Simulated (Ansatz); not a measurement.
In doubt: masses and optical values from hybrid runs of this build are listed as unsure (in some of the runs), which bears on the screening that GW takes from such a start.

Consider V2O5 (Pmmn).

It takes space group Pmmn (No. 59, orthorhombic). The conventional cell has a = 3.564 Å, b = 11.512 Å, c = 4.368 Å, α = 90.00°, β = 90.00°, γ = 90.00°. Nearest to V lie 5 O at 1.58 to 2.02 Å. O has 1 V at 1.58 Å nearest. O has 3 V at 1.88 to 2.02 Å nearest. Nearest to O lie 2 V at 1.78 Å. Farther neighbours and most contacts between anions are not listed.

```
V O
1.0
     3.56400    0.00000    0.00000
     0.00000   11.51200    0.00000
     0.00000    0.00000    4.36800
V O
4 10
Direct
  0.00000 0.85118 0.10830
  0.00000 0.14882 0.10830
  0.50000 0.35118 0.89170
  0.50000 0.64882 0.89170
  0.00000 0.85430 0.46900
  0.00000 0.14570 0.46900
  0.50000 0.35430 0.53100
  0.50000 0.64570 0.53100
  0.00000 0.68110 0.99700
  0.00000 0.31890 0.99700
  0.50000 0.18110 0.00300
  0.50000 0.81890 0.00300
  0.00000 0.00000 0.99900
  0.50000 0.50000 0.00100
```

The cell and positions come from the Crystallography Open Database and are kept as given unless a step says otherwise. PAW set soft_2, made with PBE.

Gaps computed with Ansatz 0.2.0 without a self-energy: HSE06 3.38 eV, r2SCAN 2.15 eV and PBE0 4.14 eV.

Q: Estimate the G0W0@HSE06 gap with 4×2×4 mesh, 982 empty bands, screening to 180 eV, default PAW files.

About 3.97 eV: on its mesh the run moves the gap from 3.38 eV by +0.59 eV. Among the scalar-relativistic levels given, PBE0 is nearest (+0.17 eV). Bands and cutoff are finite, so the gap is not at the basis limit. The miss can reach some tenths of an eV and take either sign; the mesh is an error of its own. The 4×2×4 mesh is coarse for this cell (its supercell is 14 Å along the shortest edge). The RPA ε∞ on it, from the HSE06 start, is 3.07, 4.10 and 4.46; such meshes misread the long-range screening, most where the gap is narrow. The runs have no spin polarisation. For a closed low-spin shell that is the natural state; where a d or f shell is open it is a constraint, and the gap is then not the crystal's own. With d states at the gap, one-shot GW leans hard on its start.

[Paths, hosts, dates, memory and timing lines, banners, echoed tables and standing remarks are left out of the program output.]

[Logs are printed without paths, hosts, clocks, repeated set-up lines and the standing remarks that a program may print on its own settings, such as how far it seeks lower states.]

[Runs of the session that timed out or met a known fault of the program may be left out.]

[Cells called generated may have been cut or substituted from an entry of the Crystallography Open Database or the Materials Project.]

[Hosts, paths, dates, database ids (printed as entryN), source tags and the programs' standing remarks are cut or masked in the printed files.]
